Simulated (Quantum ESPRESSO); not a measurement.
# How KF (Carobbiite) absorbs and reflects light, part 2 of 3

Wanted: where KF (Carobbiite) starts to absorb, how strongly, and its refractive index.

Quantum ESPRESSO 7.5; DFT, PBE, plane waves with norm-conserving potentials (PseudoDojo), scalar-relativistic, independent-particle optical response without local fields and without the non-local commutator.

So far. Step 2 (Ground state): There is a gap, 6.20 eV on this mesh (points off the mesh can give less), so no carriers' term is needed.

## 3. Ground state with the final occupations

Level of this step: DFT, PBE, plane waves with norm-conserving potentials (PseudoDojo), scalar-relativistic, ground state (Quantum ESPRESSO).

With the gap or the metal settled, the ground state is repeated with the fitting occupations, and the later steps take its density.

scf.in reads:

```
&control
  calculation = 'scf'
  prefix = 'x'
  outdir = './tmp'
  pseudo_dir = './'
  verbosity = 'high'
/
&system
  ibrav = 0
  nat = 2
  ntyp = 2
  ecutwfc = 90
  occupations = 'fixed'
/
&electrons
  conv_thr = 1e-09
  electron_maxstep = 100
/
ATOMIC_SPECIES
  K 1.0 K.upf
  F 1.0 F.upf
CELL_PARAMETERS angstrom
  0.000000000000 2.671850000000 2.671850000000
  2.671850000000 0.000000000000 2.671850000000
  2.671850000000 2.671850000000 0.000000000000
ATOMIC_POSITIONS crystal
  K 0.000000000000 0.000000000000 0.000000000000
  F 0.500000000000 0.500000000000 0.500000000000
K_POINTS automatic
  7 7 7 0 0 0
```

The run is started by

```sh
mpirun -n 4 pw.x -nk 4 -in scf.in
```

What it wrote:

```text
[banner, memory and clock lines left out]

     using ibrav=0 with symmetry is DISCOURAGED, use correct ibrav instead

     G-vector sticks info

     bravais-lattice index     =            0
     lattice parameter (alat)  =       7.1405  a.u.
     unit-cell volume          =     257.4322 (a.u.)^3
     number of atoms/cell      =            2
     number of atomic types    =            2
     number of electrons       =        16.00
     number of Kohn-Sham states=            8
     kinetic-energy cutoff     =      90.0000  Ry
     charge density cutoff     =     360.0000  Ry
     scf convergence threshold =      1.0E-09
     mixing beta               =       0.7000
     number of iterations used =            8  plain     mixing
     Exchange-correlation= PBE
                           (   1   4   3   4   0   0   0)

     celldm(1)=   7.140456  celldm(2)=   0.000000  celldm(3)=   0.000000
     celldm(4)=   0.000000  celldm(5)=   0.000000  celldm(6)=   0.000000

     crystal axes: (cart. coord. in units of alat)
               a(1) = (   0.000000   0.707107   0.707107 )
               a(2) = (   0.707107   0.000000   0.707107 )
               a(3) = (   0.707107   0.707107   0.000000 )

     reciprocal axes: (cart. coord. in units 2 pi/alat)
               b(1) = ( -0.707107  0.707107  0.707107 )
               b(2) = (  0.707107 -0.707107  0.707107 )
               b(3) = (  0.707107  0.707107 -0.707107 )

     ./K.upf
     Pseudo is Norm-conserving + core correction, Zval =  9.0
     Generated using ONCVPSP code by D. R. Hamann
     Using radial grid of 2222 points,  6 beta functions with:
                l(1) =   0
                l(2) =   0
                l(3) =   1
                l(4) =   1
                l(5) =   2
                l(6) =   2

     ./F.upf
     Pseudo is Norm-conserving + core correction, Zval =  7.0
     Generated using ONCVPSP code by D. R. Hamann
     Using radial grid of  832 points,  5 beta functions with:
                l(1) =   0
                l(2) =   0
                l(3) =   1
                l(4) =   1
                l(5) =   2

     atomic species   valence    mass     pseudopotential
     K                 9.00     1.00000     K ( 1.00)
     F                 7.00     1.00000     F ( 1.00)

     48 Sym. Ops., with inversion, found

                                    s                        frac. trans.

     [... symmetry matrices left out ...]
   Cartesian axes

     site n.     atom                  positions (alat units)
         1        K      tau(   1) = (   0.0000000   0.0000000   0.0000000  )
         2        F      tau(   2) = (   0.7071068   0.7071068   0.7071068  )

   Crystallographic axes

     site n.     atom                  positions (cryst. coord.)
         1        K      tau(   1) = (  0.0000000  0.0000000  0.0000000  )
         2        F      tau(   2) = (  0.5000000  0.5000000  0.5000000  )

     number of k points=    20
                       cart. coord. in units 2pi/alat
        k(    1) = (   0.0000000   0.0000000   0.0000000), wk =   0.0058309
        k(    2) = (   0.1010153   0.1010153  -0.1010153), wk =   0.0466472
        k(    3) = (   0.2020305   0.2020305  -0.2020305), wk =   0.0466472
        k(    4) = (   0.3030458   0.3030458  -0.3030458), wk =   0.0466472
        k(    5) = (   0.2020305  -0.0000000   0.0000000), wk =   0.0349854
        k(    6) = (   0.3030458   0.1010153  -0.1010153), wk =   0.1399417
        k(    7) = (   0.4040610   0.2020305  -0.2020305), wk =   0.1399417
        k(    8) = (  -0.2020305  -0.4040610   0.4040610), wk =   0.1399417
        k(    9) = (  -0.1010153  -0.3030458   0.3030458), wk =   0.1399417
        k(   10) = (  -0.0000000  -0.2020305   0.2020305), wk =   0.0699708
        k(   11) = (   0.4040610  -0.0000000   0.0000000), wk =   0.0349854
        k(   12) = (   0.5050763   0.1010153  -0.1010153), wk =   0.1399417
        k(   13) = (  -0.1010153  -0.5050763   0.5050763), wk =   0.1399417
        k(   14) = (   0.0000000  -0.4040610   0.4040610), wk =   0.0699708
        k(   15) = (   0.6060915  -0.0000000   0.0000000), wk =   0.0349854
        k(   16) = (  -0.0000000  -0.6060915   0.6060915), wk =   0.0699708
[...]
cryst. coord.
[...]
k(   13) = (  -0.0000000   0.2857143  -0.4285714), wk =   0.1399417
        k(   14) = (  -0.0000000   0.2857143  -0.2857143), wk =   0.0699708
        k(   15) = (   0.0000000   0.4285714   0.4285714), wk =   0.0349854
        k(   16) = (   0.0000000   0.4285714  -0.4285714), wk =   0.0699708
        k(   17) = (   0.1428571   0.2857143   0.4285714), wk =   0.1399417
        k(   18) = (   0.1428571   0.2857143  -0.4285714), wk =   0.2798834
        k(   19) = (   0.1428571   0.4285714  -0.4285714), wk =   0.1399417
        k(   20) = (   0.1428571   0.4285714  -0.2857143), wk =   0.1399417

     Dense  grid:    29627 G-vectors     FFT dimensions: (  45,  45,  45)

     Initial potential from superposition of free atoms

     starting charge      15.9808, renormalised to      16.0000
     Starting wfcs are    9 randomized atomic wfcs

     Self-consistent Calculation

     iteration #  1     ecut=    90.00 Ry     beta= 0.70
     Davidson diagonalization with overlap

            55 MiB given to the printing process from OS
            23 MiB allocation reported by mallinfo(arena+hblkhd)
------------------
     ethr =  1.00E-02,  avg # of iterations =  1.0

     total energy              =    -109.49504591 Ry
     estimated scf accuracy    <       0.30706847 Ry

     iteration #  2     ecut=    90.00 Ry     beta= 0.70
     Davidson diagonalization with overlap

            66 MiB given to the printing process from OS
            31 MiB allocation reported by mallinfo(arena+hblkhd)
------------------
     ethr =  1.92E-03,  avg # of iterations =  3.4

     total energy              =    -109.55944912 Ry
     estimated scf accuracy    <       0.42476378 Ry

     iteration #  3     ecut=    90.00 Ry     beta= 0.70
     Davidson diagonalization with overlap

            67 MiB given to the printing process from OS
            32 MiB allocation reported by mallinfo(arena+hblkhd)
------------------
     ethr =  1.92E-03,  avg # of iterations =  2.0

     total energy              =    -109.64731322 Ry
     estimated scf accuracy    <       0.00171876 Ry

     iteration #  4     ecut=    90.00 Ry     beta= 0.70
     Davidson diagonalization with overlap

            68 MiB given to the printing process from OS
            33 MiB allocation reported by mallinfo(arena+hblkhd)
------------------
     ethr =  1.07E-05,  avg # of iterations =  4.3

     total energy              =    -109.64884305 Ry
     estimated scf accuracy    <       0.00228906 Ry

     iteration #  5     ecut=    90.00 Ry     beta= 0.70
     Davidson diagonalization with overlap

            69 MiB given to the printing process from OS
            34 MiB allocation reported by mallinfo(arena+hblkhd)
------------------
     ethr =  1.07E-05,  avg # of iterations =  2.0

     total energy              =    -109.64893511 Ry
     estimated scf accuracy    <       0.00023071 Ry

     iteration #  6     ecut=    90.00 Ry     beta= 0.70
     Davidson diagonalization with overlap

            70 MiB given to the printing process from OS
            35 MiB allocation reported by mallinfo(arena+hblkhd)
------------------
     ethr =  1.44E-06,  avg # of iterations =  2.8

     total energy              =    -109.64902035 Ry
     estimated scf accuracy    <       0.00003966 Ry

     iteration #  7     ecut=    90.00 Ry     beta= 0.70
     Davidson diagonalization with overlap

            71 MiB given to the printing process from OS
            36 MiB allocation reported by mallinfo(arena+hblkhd)
------------------
     ethr =  2.48E-07,  avg # of iterations =  2.0

     total energy              =    -109.64902800 Ry
     estimated scf accuracy    <       0.00000048 Ry

     iteration #  8     ecut=    90.00 Ry     beta= 0.70
     Davidson diagonalization with overlap

            72 MiB given to the printing process from OS
            37 MiB allocation reported by mallinfo(arena+hblkhd)
------------------
     ethr =  2.97E-09,  avg # of iterations =  5.0

     total energy              =    -109.64902847 Ry
     estimated scf accuracy    <       0.00000002 Ry

     iteration #  9     ecut=    90.00 Ry     beta= 0.70
     Davidson diagonalization with overlap

            72 MiB given to the printing process from OS
            37 MiB allocation reported by mallinfo(arena+hblkhd)
------------------
     ethr =  1.32E-10,  avg # of iterations =  4.0

     total energy              =    -109.64902848 Ry
     estimated scf accuracy    <       0.00000001 Ry

     iteration # 10     ecut=    90.00 Ry     beta= 0.70
     Davidson diagonalization with overlap

            73 MiB given to the printing process from OS
            38 MiB allocation reported by mallinfo(arena+hblkhd)
------------------
     ethr =  6.95E-11,  avg # of iterations =  2.0

     End of self-consistent calculation

          k = 0.0000 0.0000 0.0000 (  3719 PWs)   bands (ev):

   -24.5781 -17.0589  -7.8279  -7.8279  -7.8279   1.5380   1.5380   1.5380

     occupation numbers
     1.0000   1.0000   1.0000   1.0000   1.0000   1.0000   1.0000   1.0000

          k = 0.1010 0.1010-0.1010 (  3731 PWs)   bands (ev):

   -24.5606 -17.0751  -7.8802  -7.8349  -7.8349   1.3621   1.4708   1.4708

     occupation numbers
     1.0000   1.0000   1.0000   1.0000   1.0000   1.0000   1.0000   1.0000

          k = 0.2020 0.2020-0.2020 (  3714 PWs)   bands (ev):

   -24.5208 -17.1120  -7.9963  -7.8505  -7.8505   1.0218   1.3236   1.3236

     occupation numbers
     1.0000   1.0000   1.0000   1.0000   1.0000   1.0000   1.0000   1.0000

          k = 0.3030 0.3030-0.3030 (  3723 PWs)   bands (ev):

   -24.4885 -17.1420  -8.0880  -7.8627  -7.8627   0.7858   1.2093   1.2093

     occupation numbers
     1.0000   1.0000   1.0000   1.0000   1.0000   1.0000   1.0000   1.0000

          k = 0.2020-0.0000 0.0000 (  3699 PWs)   bands (ev):

   -24.5551 -17.0771  -7.8674  -7.8674  -7.8564   1.2457   1.5153   1.5153

     occupation numbers
     1.0000   1.0000   1.0000   1.0000   1.0000   1.0000   1.0000   1.0000

          k = 0.3030 0.1010-0.1010 (  3708 PWs)   bands (ev):

   -24.5235 -17.0993  -7.9749  -7.8991  -7.8805   1.0553   1.4041   1.4398

     occupation numbers
     1.0000   1.0000   1.0000   1.0000   1.0000   1.0000   1.0000   1.0000

     [... further k points left out ...]

     highest occupied level (ev):     1.5380

!    total energy              =    -109.64902848 Ry
     estimated scf accuracy    <          9.1E-10 Ry

     The total energy is the sum of the following terms:
     one-electron contribution =     -41.34196764 Ry
     hartree contribution      =      28.32876673 Ry
     xc contribution           =     -24.01461453 Ry
     ewald contribution        =     -72.62121304 Ry

     convergence has been achieved in  10 iterations

     XML data file, charge density, pseudopotentials, collected wavefunctions

                                        0.00s GPU  (     192 calls)
```

The job ended after 4.3 s (4 MPI ranks of Arm Neoverse V1, shared host; peak memory 0.07 GiB; 17 s of CPU time).

## 4. Bands on the whole mesh, 11×11×11

At the fixed density, many empty bands are solved on the mesh of the response, since the spectrum sums over them.

This step: DFT, PBE, plane waves with norm-conserving potentials (PseudoDojo), scalar-relativistic, bands at fixed density (Quantum ESPRESSO 7.5).

nscf.in, as its differences from scf.in of step 3:

```diff
@@ -1,3 +1,3 @@
 &control
-  calculation = 'scf'
+  calculation = 'nscf'
   prefix = 'x'
@@ -5,3 +5,2 @@
   pseudo_dir = './'
-  verbosity = 'high'
 /
@@ -13,2 +12,5 @@
   occupations = 'fixed'
+  nbnd = 25
+  nosym = .true.
+  noinv = .true.
 /
@@ -17,2 +19,3 @@
   electron_maxstep = 100
+  diago_full_acc = .true.
 /
@@ -29,2 +32,2 @@
 K_POINTS automatic
-  7 7 7 0 0 0
+  11 11 11 0 0 0
```

The run is started by

```sh
mpirun -n 4 pw.x -nk 4 -in nscf.in
```

What it wrote:

```text
[banner, memory and clock lines left out]

     Atomic positions and unit cell read from directory:

     G-vector sticks info

     bravais-lattice index     =            0
     lattice parameter (alat)  =       7.1405  a.u.
     unit-cell volume          =     257.4322 (a.u.)^3
     number of atoms/cell      =            2
     number of atomic types    =            2
     number of electrons       =        16.00
     number of Kohn-Sham states=           25
     kinetic-energy cutoff     =      90.0000  Ry
     charge density cutoff     =     360.0000  Ry
     Exchange-correlation= PBE
                           (   1   4   3   4   0   0   0)

     celldm(1)=   7.140456  celldm(2)=   0.000000  celldm(3)=   0.000000
     celldm(4)=   0.000000  celldm(5)=   0.000000  celldm(6)=   0.000000

     crystal axes: (cart. coord. in units of alat)
               a(1) = (   0.000000   0.707107   0.707107 )
               a(2) = (   0.707107   0.000000   0.707107 )
               a(3) = (   0.707107   0.707107   0.000000 )

     reciprocal axes: (cart. coord. in units 2 pi/alat)
               b(1) = ( -0.707107  0.707107  0.707107 )
               b(2) = (  0.707107 -0.707107  0.707107 )
               b(3) = (  0.707107  0.707107 -0.707107 )

     ./K.upf
     Pseudo is Norm-conserving + core correction, Zval =  9.0
     Generated using ONCVPSP code by D. R. Hamann
     Using radial grid of 2222 points,  6 beta functions with:
                l(1) =   0
                l(2) =   0
                l(3) =   1
                l(4) =   1
                l(5) =   2
                l(6) =   2

     ./F.upf
     Pseudo is Norm-conserving + core correction, Zval =  7.0
     Generated using ONCVPSP code by D. R. Hamann
     Using radial grid of  832 points,  5 beta functions with:
                l(1) =   0
                l(2) =   0
                l(3) =   1
                l(4) =   1
                l(5) =   2

     atomic species   valence    mass     pseudopotential
     K                 9.00     1.00000     K ( 1.00)
     F                 7.00     1.00000     F ( 1.00)

     No symmetry found

   Cartesian axes

     site n.     atom                  positions (alat units)
         1        K      tau(   1) = (   0.0000000   0.0000000   0.0000000  )
         2        F      tau(   2) = (   0.7071068   0.7071068   0.7071068  )

     number of k points=  1331

     Number of k-points >= 100: set verbosity='high' to print them.

     Dense  grid:    29627 G-vectors     FFT dimensions: (  45,  45,  45)

     The potential is recalculated from file :

     Starting wfcs are    9 randomized atomic wfcs +   16 random wfcs

     Band Structure Calculation
     Davidson diagonalization with overlap

     ethr =  6.25E-12,  avg # of iterations = 33.0

     End of band structure calculation

     Number of k-points >= 100: set verbosity='high' to print the bands.

     highest occupied, lowest unoccupied level (ev):     1.5376    7.7361

     XML data file, pseudopotentials, collected wavefunctions

                                        0.00s GPU  (   11868 calls)

[... left out ...]
ulation
     Davidson diagonalization with overlap

     ethr =  6.25E-12,  avg # of iterations = 33.0

     End of band structure calculation

     Number of k-points >= 100: set verbosity='high' to print the bands.

     highest occupied, lowest unoccupied level (ev):     1.5376    7.7361

     XML data file, pseudopotentials, collected wavefunctions

                                        0.00s GPU  (   11868 calls)
```

The job ended after 7.2 min (4 MPI ranks; peak memory 0.06 GiB).

(Part 2 of 3 ends here.)

[Machine, clock, banner and «Message from routine» lines are left out of the logs.]

[Logs are printed without paths, hosts, clocks, repeated set-up lines and the standing remarks that a program may print on its own settings, such as how far it seeks lower states.]

[Hosts, paths, dates, database ids (printed as entryN), source tags and the programs' standing remarks are cut or masked in the printed files.]
